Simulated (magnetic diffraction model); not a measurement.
# FeBiS4: what an assumed order does to the neutron pattern

Space group Cmmm (no. 65), a = 8.3860 Å, b = 8.6480 Å, c = 4.0100 Å.

| site | atom | x | y | z |
| --- | --- | --- | --- | --- |
| 2c | Bi | 1/2 | 0 | 1/2 |
| 2a | Fe | 0 | 0 | 0 |
| 4h | S | 0.2023 | 0 | 1/2 |
| 4i | S | 1/2 | 0.1980 | 0 |

This is a made-up structure (elements placed in a structure type, unrelaxed), so the numbers test the method and describe no known phase.

Only Fe is taken to order (form factors of Fe3+); orders and moment sizes are assumed, and not adapted to the symmetry. Radiation: neutrons of λ = 1.594 Å, 3° to 45°; isotropic B of 0.19 Å² (Bi), 0.29 Å² (Fe) and 0.27 Å² (S). The intensities are simulated: I ∝ L Σ (|F_N|² + |F_M⊥|²) for unpolarised neutrons, with F_M = 2.695 fm/μB × Σ f(s) S exp(2πi Q·r) exp(−B s²) at Q = H ± k (one set where k and −k are equivalent), only the part normal to Q counting and L = 1/(sin²θ cos θ). For collinear order S is the moment m, which repeats by lattice and centring translations R with the sign exp(−2πi k·R). Form factors are spin-only for 3d ions and dipole or tabulated for f ions, scattering lengths are Sears's of 1992, and absorption is left out. A label names one of the reflections at its angle. The strongest nuclear line in the range is 100, and lines under 0.2 are left out.

Assume the order k = (0 0 3/2), collinear moments along [111], 4.23 μB on Fe.

Q: Where does magnetic intensity appear, and how strong is it?

| 2θ (°) | index | nuclear | magnetic |
| --- | --- | --- | --- |
| 11.41 | (0 0 1/2) | 0.0 | 74.3 |
| 15.21 | (1 1 0) | 0.5 | 0.0 |
| 19.06 | (1 1 1/2) | 0.0 | 72.2 |
| 21.24 | (0 2 0) | 72.9 | 0.0 |
| 21.91 | (2 0 0) | 67.3 | 0.0 |
| 24.18 | (0 2 1/2) | 0.0 | 18.6 |
| 24.77 | (2 0 1/2) | 0.0 | 18.1 |
| 27.63 | (1 1 1) | 100.0 | 0.0 |
| 30.71 | (2 2 0) | 15.0 | 0.0 |
| 31.45 | (0 2 1) | 16.2 | 0.0 |
| 31.93 | (2 0 1) | 23.0 | 0.0 |
| 32.86 | (2 2 -1/2) | 0.0 | 15.8 |
| 34.00 | (1 3 0) | 8.6 | 0.0 |
| 34.69 | (0 0 3/2) | 0.0 | 5.1 |
| 34.87 | (3 1 0) | 4.5 | 0.0 |
| 35.97 | (1 3 1/2) | 0.0 | 11.8 |
| 36.80 | (3 1 1/2) | 0.0 | 11.3 |
| 38.08 | (1 1 3/2) | 0.0 | 14.5 |
| 38.67 | (2 2 1) | 0.3 | 0.0 |
| 41.04 | (0 2 3/2) | 0.0 | 5.4 |
| 41.41 | (1 3 1) | 98.7 | 0.0 |
| 41.41 | (2 0 3/2) | 0.0 | 5.3 |
| 42.15 | (3 1 1) | 91.8 | 0.0 |
| 43.26 | (0 4 0) | 32.6 | 0.0 |
| 44.69 | (4 0 0) | 32.2 | 0.0 |
| 44.89 | (0 4 1/2) | 0.0 | 2.8 |

The strongest magnetic line in the range is (0 0 1/2) at 11.41° (74.3). On top of the Lorentz factor, which all lines share, magnetic lines fade with angle because f falls: for Fe3+ it is 0.92, 0.72, 0.50 and 0.17 at sin θ/λ = 0.1, 0.2, 0.3 and 0.5 Å⁻¹, while nuclear lengths stay constant. The order has no net moment.
